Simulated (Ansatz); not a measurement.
# CrGe2N4 monolayer in a perpendicular field

Aim: how the CrGe2N4 monolayer screens a field along its normal, and what the field does to its bands. A positive field points along +c.

Calculated with Ansatz 0.2.0; plane-wave DFT, PBE-D3(BJ), Ansatz PAW (set soft_1); PAW set soft_1.

Most raw output is cut from this account.

**1. Set-up**

The cell holds 7 atoms: 4 N, 2 Ge and 1 Cr. Its edges and angles: a = 3.020 Å, b = 3.020 Å, c = 44.756 Å, α = 90.0°, β = 90.0°, γ = 120.0°. Vacuum lies along c.

Coordinates:

```xyz
7
Lattice="3.0200 0.0000 0.0000 -1.5100 2.6154 0.0000 0.0000 0.0000 44.7555" Properties=species:S:1:pos:R:3
N     0.0000    0.0000   18.9500
Ge    0.0000    1.7436   19.5378
N     0.0000    1.7436   21.3778
Cr    0.0000    0.0000   22.3778
N     0.0000    1.7436   23.3778
Ge    0.0000    1.7436   25.2178
N     0.0000    0.0000   25.8055
```

**2. Relaxing the slab**

The starting cell is a guess, so the in-plane lattice and the atoms are relaxed first, with the slab cut off from its images along the normal.

Contents of input.yaml:

```yaml
crystal:
  lattice:
    - [3.02, 0.0, 0.0]
    - [-1.51, 2.6153967194, 0.0]
    - [0.0, 0.0, 44.7555282501]
  atoms:
    - { symbol: "N", position: [0.0, 0.0, 0.4234113805] }
    - { symbol: Ge, position: [0.3333333333, 0.6666666667, 0.4365441519] }
    - { symbol: "N", position: [0.3333333333, 0.6666666667, 0.4776563915] }
    - { symbol: Cr, position: [0.0, 0.0, 0.5], spin: 1.0 }
    - { symbol: "N", position: [0.3333333333, 0.6666666667, 0.5223436085] }
    - { symbol: Ge, position: [0.3333333333, 0.6666666667, 0.5634558481] }
    - { symbol: "N", position: [0.0, 0.0, 0.5765886195] }
  periodic: [true, true, false]
magnetization:
  spin_polarized: true
kpoints:
  mp_grid: { grid: [12, 12, 1] }
hamiltonian:
  xc: pbe
  dispersion: d3bj
  pseudopotentials: { kind: paw, azcp: { folder: soft_1 } }
scf:
  occupations: { method: fermi_dirac, width: 0.05 }
  convergence: { dr2_threshold: 1.0e-09 }
relax:
  f_tol: 0.004
  max_steps: 90
  cell: {}
output:
  write_potential: true
  write_density: true
  volumetric_format: npy
```

Started as:

```bash
> ansatz run input.yaml --threads 4 --pin off --max-ram 6144MiB --backend cpu --events-out ev --progress --plain --runs-dir out
```

The job ended after 3.5 min (4 threads of Intel Xeon Platinum 8259CL at 2.50GHz (Skylake/Cascade Lake), shared host; peak memory 1 GiB; 13 min of CPU time).

Step by step:

| step | energy less that of the first step (eV) | largest force component (eV/Å) | volume (Å³) |
| --- | --- | --- | --- |
| 1 | 0.0000 | 1.8413 | 353.50 |
| 2 | -0.5616 | 0.3478 | 339.46 |
| 3 | -0.5911 | 0.0969 | 335.05 |
| 4 | -0.5912 | 0.0526 | 335.45 |
| 5 | -0.5913 | 0.0038 | 335.49 |
| 6* | -0.5846 | 0.0033 | 335.49 |
| 7 | -0.5847 | 0.0010 | 335.31 |
| 8* | -0.5846 | 0.0010 | 335.31 |

Relaxation steps marked * repeat the geometry before them on a plane-wave basis chosen anew for their cell, so energy and pressure can jump there.

The run keeps the 12 symmetry operations that it works with, so distortions that break them were not tested.

| cell as run | before | after | change |
| --- | --- | --- | --- |
| a (Å) | 3.020 | 2.941 | -2.6 % |
| b (Å) | 3.020 | 2.941 | -2.6 % |

The atoms that moved most (Å, along periodic axes as changes of fractional coordinates times the final cell, across vacuum about the mean position):

| atom | dx | dy | dz | length |
| --- | --- | --- | --- | --- |
| N1 | 0.000 | 0.000 | -0.247 | 0.247 |
| N7 | 0.000 | 0.000 | 0.247 | 0.247 |
| Ge2 | 0.000 | 0.000 | -0.160 | 0.160 |
| Ge6 | 0.000 | 0.000 | 0.160 | 0.160 |
| N5 | 0.000 | 0.000 | 0.121 | 0.121 |
| N3 | 0.000 | 0.000 | -0.121 | 0.121 |

The relaxed structure:

```xyz
7
Lattice="2.9413 0.0000 0.0000 -1.4706 2.5472 0.0000 0.0000 0.0000 44.7555" Properties=species:S:1:pos:R:3
N     0.0000    0.0000   18.7033
Ge    0.0000    1.6981   19.3781
N     0.0000    1.6981   21.2564
Cr    0.0000    0.0000   22.3778
N     0.0000    1.6981   23.4991
Ge    0.0000    1.6981   25.3774
N     0.0000    0.0000   26.0522
```

This step gave:

| Item | Value |
| --- | --- |
| energy at zero smearing | -13505.4574 eV |

The lattice constant a goes from 3.020 to 2.941 Å.

**3. Single point, field 0**

A sawtooth potential applies the field, turning back in the middle of the vacuum. With the dipole correction the typed value is the field outside the slab. The induced dipole is small, so the SCF threshold is tight.

The cell differs from the one that the last finished run ended in (c 44.756 → 25.349 Å).

Contents of input.yaml:

```yaml
crystal:
  lattice:
    - [2.9412770976, 0.0, 0.0]
    - [-1.4706385488, 2.5472206861, 0.0]
    - [0.0, 0.0, 25.3488691196]
  atoms:
    - { symbol: "N", position: [0.0, 0.0, 0.3550454246] }
    - { symbol: Ge, position: [0.3333333333, 0.6666666667, 0.3816646259] }
    - { symbol: "N", position: [0.3333333333, 0.6666666667, 0.4557646742] }
    - { symbol: Cr, position: [0.0, 0.0, 0.5] }
    - { symbol: "N", position: [0.3333333333, 0.6666666667, 0.5442353258] }
    - { symbol: Ge, position: [0.3333333333, 0.6666666667, 0.6183353741] }
    - { symbol: "N", position: [0.0, 0.0, 0.6449545754] }
kpoints:
  mp_grid: { grid: [18, 18, 1] }
  band_path:
    path: [[0, 0, 0], [0.5, 0, 0], [0.33333333, 0.33333333, 0], [0, 0, 0]]
    npoints: 16
hamiltonian:
  xc: pbe
  dispersion: d3bj
  pseudopotentials: { kind: paw, azcp: { folder: soft_1 } }
scf:
  occupations: { method: fermi_dirac, width: 0.02585 }
  convergence: { dr2_threshold: 1.0e-10 }
efield:
  axis: 3
  dipole_correction: true
  ramp_position: 0.97
  ramp_width: 0.06
  amplitude: 0
output:
  dos: { projected: true, e_range: [-6, 5] }
  write_potential: true
  write_density: true
  volumetric_format: npy
  elf: true
```

The job ended after 24 s (4 threads; peak memory 0.73 GiB).

This step gave:

```
energy at zero smearing            : -13505.4591 eV
dipole along the normal            : -3.68e-7 e·Å
gap along the path                 : 0.2160 eV
smallest direct gap along the path : 0.9303 eV
ionisation energy, upper face      : 5.868 eV
electron affinity, upper face      : 5.652 eV
gap, the smaller of path and mesh  : 0.2145 eV
```

Running mean over a fixed 2.7 Å (it still follows the layers) of the planar mean; the ramp of the sawtooth is left out. Table of electron's electrostatic potential energy less the Fermi level by z:

z (Å), electron's electrostatic potential energy less the Fermi level (eV) and a bar from the least value:
```
      3.5       5.74 ##############################
      4.0       5.74 ##############################
      4.5       5.74 ##############################
      5.0       5.74 ##############################
      5.5       5.74 ##############################
      6.0       5.73 ##############################
      6.5       5.67 ##############################
      7.0       5.33 #############################
      7.5       3.55 #########################
      8.0      -0.11 ##################
      8.5      -3.46 ###########
      9.0      -6.07 ######
      9.5      -7.30 ###
     10.0      -7.68 ##
     10.5      -6.87 ####
     11.0      -6.04 ######
     11.5      -6.39 #####
     12.0      -7.51 ###
     12.5      -8.85 
     13.0      -8.55 #
     13.5      -7.07 ####
     14.0      -6.21 #####
     14.5      -6.14 ######
     15.0      -7.25 ###
     15.5      -7.64 ##
     16.0      -7.07 ####
     16.5      -5.38 #######
     17.0      -2.54 #############
     17.5       1.07 ####################
     18.0       4.34 ###########################
     18.5       5.50 #############################
     19.0       5.70 ##############################
     19.5       5.74 ##############################
     20.0       5.74 ##############################
     20.5       5.74 ##############################
     21.0       5.74 ##############################
     21.5       5.74 ##############################
     22.0       5.74 ##############################
```

The density of states has structure finer than the step of the table below, so its rows give means over 0.2 eV, whole bins alone (the curve runs from -6 to 2.08 eV). Peaks (eV: height): -5.45: 8.18, -3.66: 8.65, -3.24: 8.85, -3.11: 8.94, -2.72: 8.60, -1.04: 18.6, 1.17: 8.29.

Density of states against energy, zero at the Fermi level of the run, which the smearing sets inside the gap; means over each step:

| energy (eV) | density of states (states/eV a cell) |
| --- | --- |
| -5.8 | 1.92 |
| -5.6 | 2.52 |
| -5.4 | 4.90 |
| -5.2 | 3.56 |
| -5.0 | 5.35 |
| -4.8 | 3.72 |
| -4.6 | 2.90 |
| -4.4 | 3.12 |
| -4.2 | 3.75 |
| -4.0 | 3.27 |
| -3.8 | 3.42 |
| -3.6 | 4.14 |
| -3.4 | 4.58 |
| -3.2 | 7.26 |
| -3.0 | 5.87 |
| -2.8 | 6.83 |
| -2.6 | 5.71 |
| -2.4 | 4.14 |
| -2.2 | 3.47 |
| -2.0 | 2.00 |
| -1.8 | 0.978 |
| -1.6 | 1.40 |
| -1.4 | 0.837 |
| -1.2 | 2.4e-4 |
| -1.0 | 6.52 |
| -0.8 | 1.27 |
| -0.6 | 0.660 |
| -0.4 | 0.562 |
| -0.2 | 0.815 |
| 0.0 | 0.0105 |
| 0.2 | 0.702 |
| 0.4 | 1.12 |
| 0.6 | 1.73 |
| 0.8 | 2.29 |
| 1.0 | 3.36 |
| 1.2 | 5.12 |
| 1.4 | 3.59 |
| 1.6 | 4.11 |
| 1.8 | 3.13 |

Projected DOS per atom over height of the atomic layer and energy from the Fermi level. Layers: N Ge N Cr N Ge N from below.

Ten even steps from '0' (0.00 states/eV) to '9' (3.48 states/eV), each cell a mean:
```
0015100
0016100
0018100
0005000
0003000
0000000
0001000
0001000
0009000
0000000
0000000
2010102
3022203
3043403
2032302
1022201
1012101
1011101
2011102
1022201
1021201
0010100
```
Columns: height of the atomic layer (Å) from 9 to 16.3 (not evenly spaced); rows upwards: energy from the Fermi level (eV) from -5.96 to 2.05.

Electronic bands along the path, in eV, zero at the Fermi level of the run, which the smearing sets inside the gap:

| point | band 28 | band 29 | band 30 | band 31 | band 32 | band 33 | band 34 | band 35 |
| --- | --- | --- | --- | --- | --- | --- | --- | --- |
| Γ | -2.24 | -2.24 | -1.62 | -0.13 | 1.80 | 1.80 | 2.09 | 2.09 |
| halfway | -3.05 | -2.96 | -1.81 | -0.77 | 1.33 | 1.43 | 1.61 | 2.52 |
| M | -2.67 | -2.53 | -2.37 | -1.03 | 0.71 | 0.76 | 2.20 | 2.97 |
| halfway | -3.17 | -2.50 | -2.21 | -0.99 | 0.39 | 1.10 | 2.13 | 2.64 |
| K | -3.62 | -2.40 | -1.92 | -0.84 | 0.09 | 1.37 | 2.14 | 2.33 |
| halfway | -2.91 | -2.67 | -1.90 | -0.93 | 1.17 | 1.32 | 1.57 | 2.71 |
| Γ | -2.24 | -2.24 | -1.62 | -0.13 | 1.80 | 1.80 | 2.09 | 2.09 |

Valence density in the ca plane at fractional y = 0.667, with atoms of Ge and N within 0.2 Å of it. It is the smooth field of the valence electrons, not physical close to the nuclei.

Values in e/Å³, 5 rows by 16 columns, each cell a mean:
```
 0  0  0  0  0  0  0  0  0  0  0  1  0  0  0  0
 0  0  0  0  0  0  0  0  1  0  0  0  0  0  0  0
 0  0  0  0  0  0  0  0  9  1  2  1  2  1  9  1
 0  0  0  0  0  0  0  0 18  2  3  1  3  1 18  1
 0  0  0  0  0  0  0  0  1  0  1  0  1  0  1  0
```
Columns run along c (16.0 Å, from fractional 0.05 to 0.68 of the cell), rows up along a (2.9 Å). Atoms in or near the plane, at fractional coordinates: Ge at (0.38, 0.33), N at (0.46, 0.33), N at (0.54, 0.33), Ge at (0.62, 0.33).

Electrostatic potential energy in the ca plane at fractional y = 0.667, with atoms of Ge and N within 0.2 Å of it. With pseudopotentials it is smooth inside the atoms' cores, unlike the true potential.

Values in eV, 5 rows by 16 columns, each cell a mean:
```
  7   7   7   7   7   7   7   2  -2   2   2 -13   0   3  -1   1
  7   7   7   7   7   7   7   2 -10  -1   1  -6  -1   1  -9  -1
  7   7   7   7   7   7   6  -5 -20 -13 -29  -2 -26 -14 -20 -10
  7   7   7   7   7   7   6  -7 -19 -17 -36  -3 -32 -19 -18 -12
  7   7   7   7   7   7   6   0 -16  -4  -6  -3  -5  -2 -16  -4
```
Columns run along c (16.0 Å, from fractional 0.05 to 0.68 of the cell; values clipped at the 3rd and 97th percentile), rows up along a (2.9 Å). Atoms in or near the plane, at fractional coordinates: Ge at (0.38, 0.33), N at (0.46, 0.33), N at (0.54, 0.33), Ge at (0.62, 0.33).

ELF in the ca plane at fractional y = 0.667, with atoms of Ge and N within 0.2 Å of it. It is the smooth field of the valence electrons, not physical close to the nuclei.

Ten even steps from '0' (0.00) to '9' (0.80), each cell a mean:
```
00000000013578864211221121121013678864100000
00000000013678874201221121121013678864200000
00000000001356654334774113675323566642000000
00000000000124433468999327999743234310000000
00000000000013222379549538739942313210000000
00000000000013232379538538638942413200000000
00000000000123322469999427999743234310000000
00000000001356654335785113786433466542000000
```
Columns run along c (16.0 Å, from fractional 0.16 to 0.79 of the cell), rows up along a (2.9 Å). Atoms in or near the plane, at fractional coordinates: Ge at (0.38, 0.33), N at (0.46, 0.33), N at (0.54, 0.33), Ge at (0.62, 0.33).

The gap is 0.21 eV, with the valence edge 5.87 eV and the conduction edge 5.65 eV under the upper vacuum level.

**4. Single point, field 0.1 V/Å**

Edit input.yaml of step 3 so:

```diff
@@ -28,7 +28,6 @@
   dipole_correction: true
-  ramp_position: 0.97
-  ramp_width: 0.06
-  amplitude: 0
+  ramp_position: 0.9373
+  ramp_width: 0.1254
+  amplitude: 0.1
 output:
-  dos: { projected: true, e_range: [-6, 5] }
   write_potential: true
@@ -36,2 +35 @@
   volumetric_format: npy
-  elf: true
```

Elapsed: 24 s, on 4 threads; peak memory 0.68 GiB; 91 s of CPU time.

The dipole is 0.0343 e·Å, and the gap 0.214 eV.

**5. Atoms held, field -0.1 V/Å**

Edit input.yaml of step 4 so:

```diff
@@ -30,3 +30,3 @@
   ramp_width: 0.1254
-  amplitude: 0.1
+  amplitude: -0.1
 output:
```

Wall time 24 s (4 threads); peak memory 0.69 GiB; 91 s of CPU time.

The dipole is -0.0343 e·Å, and the gap 0.214 eV.

**6. Response, atoms held**

This step: plane-wave DFT, PBE-D3(BJ), Ansatz PAW (set soft_1); response to a field along the normal, atoms held; PAW set soft_1 (Ansatz 0.2.0).

The dipoles give the slope, and the difference of two potentials shows where the field is screened.

Numbers from this step:

* equivalent conductor thickness p/(ε₀AE): 8.287 Å
* distance between the outer atoms: 7.349 Å

The dipole of the cell by applied field:

| applied field (V/Å) | dipole of the cell (e·Å) |
| --- | --- |
| -0.1000 | -0.0343 |
| 0.0000 | -3.7e-7 |
| 0.1000 | 0.0343 |

Local field over the applied field, running mean. From the potentials at -0.1 and 0.1 V/Å; running mean over 2.5 Å. Local field over applied field against z:

| z (Å) | local field over applied field |
| --- | --- |
| 5 | 0.999 |
| 6 | 0.985 |
| 7 | 0.881 |
| 8 | 0.579 |
| 9 | 0.259 |
| 10 | 0.134 |
| 11 | 0.117 |
| 12 | 0.0706 |
| 13 | 0.0561 |
| 14 | 0.107 |
| 15 | 0.127 |
| 16 | 0.193 |
| 17 | 0.454 |
| 18 | 0.792 |
| 19 | 0.968 |
| 20 | 0.997 |
| 21 | 1.000 |

The induced electron density oscillates, so the rows of the table below give means over windows of 1 Å about each position, cut where the curve ends. Its maxima inside the range that stand out by 2 % of the span (Å: e/Å³ per V/Å): 8.3: 0.0039, 9.3: 0.00173, 10.7: 0.00104, 11.5: 0.00169, 13.1: 4.8e-4, 14.1: 4.0e-4, 15.5: 0.00197, 16.5: -6.0e-4. Its minima: 8.9: 6.0e-4, 9.9: -0.00197, 11.3: -4.0e-4, 12.3: -4.8e-4, 13.8: -0.00169, 14.6: -0.00104, 16.1: -0.00173, 17.0: -0.0039.

Electrons, planar mean, per unit field. Table of induced electron density by z; means over each step:

| z (Å) | induced electron density (e/Å³ per V/Å) |
| --- | --- |
| 5 | 6.2e-6 |
| 6 | 7.5e-5 |
| 7 | 7.0e-4 |
| 8 | 0.00307 |
| 9 | 0.00142 |
| 10 | -8.2e-4 |
| 11 | 4.7e-4 |
| 12 | 2.9e-4 |
| 13 | 1.6e-4 |
| 14 | -6.1e-4 |
| 15 | 2.1e-4 |
| 16 | -4.5e-4 |
| 17 | -0.00299 |
| 18 | -0.00137 |
| 19 | -1.7e-4 |
| 20 | -1.5e-5 |
| 21 | -1.4e-6 |

The smaller of the gaps on the path and on the k-mesh, counted as 0 under 0.03 eV. The gap stays at 0.214 eV for applied field from -0.1 to 0.1 V/Å.

By hand: between -0.1 and 0.1 V/Å the dipole changes by 0.06862 e·Å, a slope of 0.3431 e·Å²/V. A perfect conductor of thickness t has p = ε₀AEt, so t = 180.95 × 0.3431 / 7.492 = 8.29 Å (e/ε₀ = 180.95 V·Å, A in Å²).

The induced dipole is that of a conductor 8.29 Å thick.

**7. What came out**

| Item | Value |
| --- | --- |
| gap without field | 0.214 eV |
| ionisation energy, upper face | 5.87 eV |
| electron affinity, upper face | 5.65 eV |
| equivalent conductor thickness, atoms held | 8.29 Å |

The induced dipole equals that of a perfect conductor 8.29 Å thick, while the outer atoms lie 7.35 Å apart; an out-of-plane ε follows only once a thickness t is chosen, by 1 − 1/ε = 8.29 Å / t. The gap stays within 0.01 eV of 0.21 eV over the fields run, up to 0.1 V/Å in size. Semilocal functionals give gaps that are too small, and excitons are not included. The first relaxation ran with spin and lost its moment, and the later runs have none; other magnetic states were not tried. Spin-orbit coupling is left out. The outer anions sit over the metal atoms, one of several polytypes of such layers and not the lowest for every compound.

[Logs are printed without paths, hosts, clocks, repeated set-up lines and the standing remarks that a program may print on its own settings, such as how far it seeks lower states.]

[Hosts, paths, dates, database ids (printed as entryN), source tags and the programs' standing remarks are cut or masked in the printed files.]

[Maps of the electrostatic potential energy from Ansatz leave out the sawtooth potential of an applied field or a dipole correction, so their vacuum need not be flat; planar profiles and work functions include it.]

[The density of states shown here was stored with 400 of the rows of the run's finer table, so its peaks can read low, often by over a quarter, or be missed, and its means over a window can be off by a tenth or more.]
